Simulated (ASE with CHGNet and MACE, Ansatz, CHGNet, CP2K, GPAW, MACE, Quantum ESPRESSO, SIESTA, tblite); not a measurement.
# Machine-learned potentials on random packing of 55Li2O-45Nb2O5 (mol %) (96 atoms): settings against a plane-wave reference

How do the settings of machine-learned potentials change the result for random packing of 55Li2O-45Nb2O5 (mol %) (96 atoms)? A plane-wave run serves as the yardstick.

Calculated with ASE with CHGNet and MACE; the method is named at each step.

## (1) The starting structure

The cell holds 96 atoms: 22 Li, 56 O and 18 Nb. Cell: a = 10.533 Å, b = 10.533 Å, c = 10.533 Å, α = 90.0°, β = 90.0°, γ = 90.0°. 96 atoms (22 Li, 56 O, 18 Nb) packed at random in a cube at 3.87 g/cm³ and pushed apart as soft spheres, cations and anions kept from their own kind; a start for melting by ab initio MD, not an equilibrated structure. Then every atom was moved at random, 0.05 Å r.m.s. a Cartesian component.

The yardstick, on the same geometry:

* method: Kohn-Sham DFT, PBE, PAW, plane waves (Ansatz 0.2.0); cutoff 420 eV, Γ point, fermi-dirac smearing of 0.05 eV; PAW set soft_2
* r.m.s. force component: 1.837 eV/Å
* longest force: 6.695 eV/Å
* pressure: -15.6 GPa
* SCF cycles: 14
* time: 12 s on 8 threads of Arm Neoverse V1, shared host
* CPU time: 90 s

## (2) CHGNet r2SCAN potential

Method: machine-learned interatomic potential CHGNet r2SCAN, trained on r2SCAN plane-wave data.

The input, run.py:

```python
import numpy as np
from ase.io import read
import mlip  # loads the published weights by name

atoms = read("structure.xyz")
atoms.calc = mlip.calc("chgnet-r2scan")
energy = atoms.get_potential_energy()
forces = atoms.get_forces()
print(f"energy {energy:.6f} eV")
print("forces (eV/A)")
for i, (a, f) in enumerate(zip(atoms, forces)):
    print(f"{i:4d} {a.symbol:2s} {f[0]:10.5f} {f[1]:10.5f} {f[2]:10.5f}")
stress = -atoms.get_stress(voigt=False) * 160.21766
print("stress (GPa, compression positive)")
for row in stress:
    print(" ".join(f"{x:10.4f}" for x in row))
```

The input, structure.xyz:

```xyz
96
Lattice="10.53340 0.00000 0.00000 0.00000 10.53340 0.00000 0.00000 0.00000 10.53340" Properties=species:S:1:pos:R:3 pbc="T T T"
Li 3.06648 5.34201 6.33700
Li 8.14442 4.58835 1.88137
Li 8.11504 0.19866 3.23881
Li 1.46383 3.53311 5.43376
Li 5.22172 9.76046 7.92112
Li 6.60234 5.86257 3.72682
Li 5.33569 7.10878 8.91968
Li 5.69320 9.81787 5.46631
Li 8.40376 7.79556 8.07185
Li 3.33445 0.91124 7.68559
Li 2.59596 7.73741 2.58290
Li 6.75223 5.09553 10.26754
Li 8.47096 1.52471 0.50529
Li 2.04854 9.14057 8.24344
Li 10.45977 4.83062 3.38175
Li 0.90872 0.96423 5.25975
Li 7.36611 3.10830 3.71861
Li 4.53010 5.85931 1.96954
Li 3.01645 1.15962 0.68857
Li 0.90503 9.33891 3.54596
Li 10.10785 0.68383 9.14499
Li 10.22667 6.57231 5.03254
O 0.27282 7.31587 1.60908
O 5.18243 5.17127 9.31490
O 3.69227 10.25637 9.01754
O 9.76394 4.64049 8.23312
O 3.90505 7.08729 10.32568
O 5.85689 7.09087 2.48904
O 1.31984 4.15174 8.57187
O 9.93837 2.45165 3.10409
O 7.93386 10.31589 0.12882
O 8.98710 6.09473 0.84752
O 4.78016 0.44546 6.53987
O 1.96911 0.95949 3.42293
O 1.64058 0.10913 7.12943
O 5.37572 3.18899 0.00074
O 7.31239 3.01656 9.34513
O 3.29190 6.27517 3.84975
O 0.55258 9.69431 1.24705
O 5.04423 3.69448 4.51240
O 7.44016 8.86554 5.69783
O 10.31473 9.28888 9.02702
O 5.31663 8.49234 4.05136
O 6.37102 4.52631 2.45892
O 9.71727 8.26672 3.95024
O 0.88438 6.85261 7.09288
O 2.16746 10.03622 5.04908
O 6.49363 8.36836 8.29073
O 5.31515 5.33001 6.13044
O 8.99163 3.29316 0.17169
O 8.73324 6.29086 9.26075
O 6.08788 6.93561 0.28230
O 0.26628 3.81172 1.76445
O 8.73040 5.59471 3.46233
O 3.78718 4.72602 0.52309
O 3.54122 7.51295 5.78378
[... 36 atom lines left out ...]
Nb 0.00274 4.95144 10.26417
Nb 3.36310 9.13688 0.55701
Nb 5.99572 9.06410 10.46799
Nb 9.05240 1.94457 5.22646
```

Command:

```console
> OMP_NUM_THREADS=1 python run.py > output.txt
```

The program printed:

```text
CHGNet vr2scan initialized with 412,525 parameters
CHGNet will run on cpu
energy -914.872437 eV
forces (eV/A)
   0 Li    0.51239    0.63297   -1.84551
   1 Li    0.40534   -0.06870   -0.01677
   2 Li   -0.62085    0.97302   -0.08063
   3 Li    0.68594    0.88515   -1.90008
   4 Li   -0.18658    0.16384    0.12646
   5 Li   -0.64246   -0.85033   -1.08342
   6 Li   -0.39210   -1.02573   -0.27651
   7 Li    0.41777   -0.31235   -0.69819
   8 Li   -0.10636   -0.98501    1.57182
   9 Li    0.30560   -1.39719   -0.21554
  10 Li   -0.17489   -0.31086    2.93974
  11 Li    0.01234    0.00393    0.04673
  12 Li   -1.29986    0.12553    0.43817
  13 Li    0.73691   -0.17311    1.03097
  14 Li   -0.02821   -0.31473   -1.59567
  15 Li    0.94690   -1.06905   -1.70886
  16 Li   -0.86798    1.01344   -0.10896
  17 Li    0.78227   -0.76472    0.08274
  18 Li    0.72956    0.44683    0.42185
  19 Li   -0.27927    0.32681   -0.57155
  20 Li    0.11220   -2.62522    0.37071
  21 Li    0.69340    1.54613   -0.90656
  22 O     3.58073   -2.31536   -1.58943
  23 O    -2.97848   -2.00123   -4.44224
[...]
88 Nb    2.43979    1.12287    1.26887
  89 Nb   -0.48211    3.96401    3.77631
  90 Nb   -2.26559    1.76428    3.51607
  91 Nb    1.69796   -1.33028    1.03311
  92 Nb   -4.79965   -2.99304    0.05793
  93 Nb   -0.85280    1.46866   -2.99784
  94 Nb    5.79041   -0.14482    1.07464
  95 Nb    1.01356   -2.86548   -2.99703
stress (GPa, compression positive)
  -15.5346     0.5641    -0.7195
    0.5641   -20.1479    -0.7140
   -0.7195    -0.7140   -16.1754
```

Wall time 4.9 s (1 thread of Arm Neoverse V1, shared host); peak memory 1.5 GiB.

Banners, paths, timers and routine set-up lines are dropped from the logs unmarked, and long logs keep their key lines alone; longer cuts are marked.

Against the reference:

| Item | Value |
| --- | --- |
| r.m.s. force component | 1.926 eV/Å |
| r.m.s. difference of force components | 560.4 meV/Å |
| longest difference of force vectors | 3177 meV/Å |
| force difference over r.m.s. force | 30.51 % |
| slope of forces against the reference's | 1.003 |
| correlation of force components | 0.9567 |
| pressure | -17.29 GPa |
| pressure difference | -1.685 GPa |

Length of the force difference by element (eV/Å):

| element | atoms | mean | most |
| --- | --- | --- | --- |
| Li | 22 | 0.40 | 0.76 |
| Nb | 18 | 1.3 | 3.2 |
| O | 56 | 0.81 | 1.7 |

The surroundings of Li7, which has 6 bonded neighbours where the commonest count for Li is 3, nearest first, numbered as they follow in the input and with coordinates relative to it.

| atom | x | y | z | distance (Å) | bonds | Fx | Fy | Fz (eV/Å) |
| --- | --- | --- | --- | --- | --- | --- | --- | --- |
| Li7 | 0.00 | 0.00 | 0.00 | 0.00 | 6 | -0.39 | -1.03 | -0.28 |
| O48 | 1.16 | 1.26 | -0.63 | 1.82 | 4 | 0.82 | 3.05 | 2.84 |
| O74 | 1.33 | -0.98 | -0.90 | 1.88 | 3 | 3.40 | -2.67 | -4.07 |
| O58 | -1.66 | 0.52 | -0.92 | 1.97 | 3 | -0.94 | -3.09 | -0.65 |
| O24 | -0.15 | -1.94 | 0.40 | 1.98 | 5 | -2.98 | -2.00 | -4.44 |
| O27 | -1.43 | -0.02 | 1.41 | 2.01 | 4 | -2.77 | 1.81 | 2.26 |
| O52 | 0.75 | -0.17 | 1.90 | 2.05 | 3 | 0.51 | 4.57 | -0.22 |
| Nb95 | 0.66 | 1.96 | 1.55 | 2.58 | 7 | 5.79 | -0.14 | 1.07 |
| Nb83 | -2.34 | -1.44 | -0.02 | 2.75 | 6 | 3.03 | 4.53 | 1.35 |
| Li12 | 1.42 | -2.01 | 1.35 | 2.81 | 2 | 0.01 | 0.00 | 0.05 |
| Li5 | -0.11 | 2.65 | -1.00 | 2.84 | 4 | -0.19 | 0.16 | 0.13 |

Atoms are counted from 1 here, from 0 in the log.

Forces lie 31 % from the reference's, at 0.053 times its CPU time (on 1 against 8 cores).

## (3) CHGNet 0.3.0 potential

Method: machine-learned interatomic potential CHGNet 0.3.0, trained on PBE(+U) plane-wave data.

run.py: that of step 2 with these lines changed.

```diff
@@ -5,3 +5,3 @@
 atoms = read("structure.xyz")
-atoms.calc = mlip.calc("chgnet-r2scan")
+atoms.calc = mlip.calc("chgnet-0.3.0")
 energy = atoms.get_potential_energy()
```

structure.xyz is that of step 2.

The program printed:

```text
CHGNet v0.3.0 initialized with 412,525 parameters
CHGNet will run on cpu
energy -593.369995 eV
forces (eV/A)
   0 Li    0.47047    0.94246   -2.02197
   1 Li    0.58826   -0.12294   -0.14513
   2 Li   -0.52466    1.26755   -0.37382
   3 Li    0.85227    0.99734   -2.04914
   4 Li   -0.17447    0.29155    0.01361
   5 Li   -0.84037   -1.04706   -1.05148
   6 Li   -0.34880   -1.13832   -0.35681
   7 Li    0.24987   -0.33178   -0.95859
   8 Li   -0.18701   -1.28504    1.97449
   9 Li    0.32704   -1.38149   -0.11140
  10 Li   -0.22278   -0.35505    3.21314
  11 Li    0.31908    0.08208    0.19262
  12 Li   -1.40951   -0.08530    0.28037
  13 Li    0.85799   -0.36006    1.14257
  14 Li    0.05813   -0.28259   -1.62140
  15 Li    0.89375   -0.78992   -1.83978
  16 Li   -0.94791    1.11736    0.21350
  17 Li    0.91853   -0.75863    0.23701
  18 Li    0.68081    0.66878    0.54295
  19 Li   -0.19082    0.40987   -0.98541
  20 Li   -0.01212   -2.86287    0.29222
  21 Li    0.89793    1.69583   -0.96136
  22 O     3.67301   -2.24530   -1.41039
  23 O    -3.09682   -2.13752   -4.16153
[...]
88 Nb    2.00262    0.84505    1.54623
  89 Nb   -0.68742    3.41178    4.37003
  90 Nb   -1.74770    1.36294    3.48966
  91 Nb    1.14484   -1.03653    1.09193
  92 Nb   -5.55626   -2.90082    0.22339
  93 Nb   -1.20574    1.30419   -2.74878
  94 Nb    6.48138    0.30607    1.39982
  95 Nb    0.93647   -2.91050   -3.15534
stress (GPa, compression positive)
  -13.3690     1.1028    -0.7804
    1.1028   -18.0651    -0.3580
   -0.7804    -0.3580   -13.9813
```

Elapsed: 4.8 s, on 1 thread; peak memory 1.5 GiB.

Numbers from this run, and their distance from the reference:

| Item | Value |
| --- | --- |
| r.m.s. force component | 1.994 eV/Å |
| r.m.s. difference of force components | 539.4 meV/Å |
| longest difference of force vectors | 2848 meV/Å |
| force difference over r.m.s. force | 29.36 % |
| slope of forces against the reference's | 1.046 |
| correlation of force components | 0.9636 |
| pressure | -15.14 GPa |
| pressure difference | 0.4622 GPa |

Against the first run (31 %), the force difference from the reference is 29 %, at 0.99 times the CPU time.

## (4) MACE MP-0b3 medium potential

Method: machine-learned interatomic potential MACE MP-0b3 medium, trained on PBE(+U) plane-wave data.

run.py: that of step 3 with these lines changed.

```diff
@@ -5,3 +5,3 @@
 atoms = read("structure.xyz")
-atoms.calc = mlip.calc("chgnet-0.3.0")
+atoms.calc = mlip.calc("mace-mp-0b3-medium")
 energy = atoms.get_potential_energy()
```

structure.xyz is that of step 3.

The program printed:

```text
energy -566.871970 eV
forces (eV/A)
   0 Li    0.77352    0.73034   -1.95438
   1 Li    0.67519   -0.09773   -0.30566
   2 Li   -0.49719    1.65464   -0.42427
   3 Li    0.49906    0.44018   -1.87303
   4 Li   -0.03439   -0.05359    0.15118
   5 Li   -1.04581   -1.08708   -1.14883
   6 Li    0.07056   -0.80696   -0.64548
   7 Li    0.27489   -0.33957   -1.04795
   8 Li   -0.09669   -1.10893    2.32869
   9 Li    0.03077   -1.55925   -0.05376
  10 Li   -0.41867   -0.48841    3.30739
  11 Li    0.41802    0.05947    0.24135
  12 Li   -1.29371    0.37562    0.50341
  13 Li    0.94121   -0.19757    1.76031
  14 Li    0.09753   -0.27737   -1.69229
  15 Li    0.64910   -0.67262   -1.74582
  16 Li   -0.98324    0.87884   -0.30174
  17 Li    0.57617   -0.38571    0.14848
  18 Li    1.06848    1.02044    0.33557
  19 Li    0.07407    0.28900   -1.41937
  20 Li   -0.00382   -2.98580    0.05809
  21 Li    0.90578    1.56933   -1.05101
  22 O     4.13589   -2.42151   -1.14904
  23 O    -2.68428   -1.88878   -3.22365
[...]
88 Nb    0.56626    0.13003    1.44772
  89 Nb   -0.96816    2.07928    3.33152
  90 Nb   -1.31385    1.89325    1.84161
  91 Nb    0.73595    0.08461    0.61085
  92 Nb   -5.03220   -0.83094   -0.37894
  93 Nb   -0.64073    0.35999   -1.10595
  94 Nb    5.69430    0.90798    1.63151
  95 Nb    1.33643   -2.41950   -1.82203
stress (GPa, compression positive)
  -11.6828     1.3515    -0.4201
    1.3515   -14.3086     0.8229
   -0.4201     0.8229   -12.1864
```

It took 9.4 s on 1 thread; peak memory 1.2 GiB.

Against the reference:

```
r.m.s. force component                  : 1.732 eV/Å
r.m.s. difference of force components   : 524.9 meV/Å
longest difference of force vectors     : 2503 meV/Å
force difference over r.m.s. force      : 28.57 %
slope of forces against the reference's : 0.9038
correlation of force components         : 0.9584
pressure                                : -12.73 GPa
pressure difference                     : 2.875 GPa
```

Against the first run (31 %), the force difference from the reference is 29 %, at 2.0 times the CPU time.

## (5) The ladder

Differences are against the plane-wave reference, forces as r.m.s. over components; share is that over the reference's r.m.s. force, slope the least-squares factor from reference forces to these. Total energies of different programs have different zeros and aren't compared.

| run | Δ force, r.m.s. (meV/Å) | share (%) | slope | Δ pressure (GPa) | cores | CPU time | memory (GiB) |
| --- | --- | --- | --- | --- | --- | --- | --- |
| reference | - | - | - | - | 8 | 90 s | 1.7 |
| CHGNet r2SCAN potential | 560 | 30.5 | 1.003 | -1.69 | 1 | 4.8 s | 1.5 |
| CHGNet 0.3.0 potential | 539 | 29.4 | 1.046 | 0.462 | 1 | 4.8 s | 1.5 |
| MACE MP-0b3 medium potential | 525 | 28.6 | 0.904 | 2.87 | 1 | 9.4 s | 1.2 |

Times of the machine-learned potentials are mostly Python's start and the loading of weights.

CPU time is summed over cores on a shared host, where runs went side by side, so it is rough. Symmetry, cutoffs, thresholds, outputs and thread counts weren't matched or tuned between programs; memory under MPI is the largest rank's times the ranks.

## (6) Outcome

* nearest in forces: a tie at 29 % of 2 runs: CHGNet 0.3.0 potential; MACE MP-0b3 medium potential

In words: Machine-learned potentials differ by 29 % (MACE MP-0b3 medium potential) to 31 % (CHGNet r2SCAN potential); they were trained on other programs' data, some at another functional. Machine-learned potentials mimic data converged in k, so the reference's own k-point error enters their differences. The reference's stress is far from hydrostatic: its diagonal is -13.4, -17.0, -16.4 GPa, compression counted positive. The reference's pressure of -16 GPa belongs to a cell and atoms that aren't relaxed at this level. The runs have no spin polarisation, so moments on Nb can't form, and no Hubbard term. The electronic-structure runs sample only Γ, in a cell whose shortest periodic width is 11 Å, which is coarse for a cell with partly filled levels.

[Also dropped from logs without a mark: logging warnings of Python, and SIESTA's first energy breakdown and zero terms.]

[Logs are printed without paths, hosts, clocks, repeated set-up lines and the standing remarks that a program may print on its own settings, such as how far it seeks lower states.]

[Hosts, paths, dates, database ids (printed as entryN), source tags and the programs' standing remarks are cut or masked in the printed files.]
